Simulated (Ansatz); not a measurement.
# Time against size: TiO2(101) slab with HCOO (88 atoms) repeated, support functions

The cell holds 88 atoms: 24 Ti, 56 O, 4 C and 4 H. Cell: a = 11.355 Å, b = 10.239 Å, c = 23.509 Å, α = 90.0°, β = 90.0°, γ = 90.0°. It derives from TiO2 (anatase). Anatase TiO2 (cell 3.785, 3.785, 9.514, 90, 90, 90), (101) slab of 2 repeat layers, 3 x 1 surface cells, 14 Å of vacuum; atoms within 2.11 Å of the bottom held; 4 HCOO on bridge sites; displaced by a Gaussian of 0.03 Å. Regions: slab, 72 atoms (24 Ti and 48 O); HCOO adsorbates, 16 atoms (4 C, 8 O and 4 H). Vacuum lies along c.

Calculated with Ansatz 0.2.0: Kohn-Sham DFT, PBE+D4, PAW (set soft_2), localised support functions (medium); the typed cell is repeated and solved at Γ on 1 × NVIDIA H100 80GB HBM3 with 5 threads of AMD EPYC 7R13 (Zen 3), shared host.

| atoms | wall time divided by the number of SCF cycles (s) | repeats | SCF cycles |
| --- | --- | --- | --- |
| 88 | 0.3139 | 1×1×1 | 31 |
| 176 | 0.48 | 1×2×1 | 33 |
| 352 | ? | ? | ? |
| 792 | 1.757 | 3×3×1 | 35 |
| 1408 | 3.659 | 4×4×1 | 37 |

**Question.** Fit a power law of the atom count to the rows given and interpolate to the withheld row.

**Working.**

A power law y = A x^b is a line in u = ln x and v = ln y.

```
u = ln x   v = ln y
 4.47734   -1.15877
 5.17048  -0.733969
 6.67456   0.563852
 7.24993    1.29724
```

With n = 4: mean u = 5.89308, mean v = -0.00791230, Σ(u − ū)² = 4.9782, Σ(u − ū)(v − v̄) = 4.3717. Slope b = 4.3717 / 4.9782 = 0.87816; intercept a = v̄ − b ū = -5.1830.

At the withheld row u = 5.864, v = a + b u = -0.03377, and y = exp(v).

Prediction at 352: 0.9668 s. The run gave 0.8027 s, so the fit is high by 0.16 s (20 % of the value).

The fitted exponent is 0.88. Between neighbouring rows, the withheld one included, the exponents are 0.61, 0.74, 0.97 and 1.3, so one power law doesn't hold over the range. Among the rows given, the largest relative miss of the fit is at 792, by 0.21 s (12 %).

Limits: One run a row; fixed overheads weigh on the small cells.

[Logs are printed without paths, hosts, clocks, repeated set-up lines and the standing remarks that a program may print on its own settings, such as how far it seeks lower states.]

[Hosts, paths, dates, database ids (printed as entryN), source tags and the programs' standing remarks are cut or masked in the printed files.]
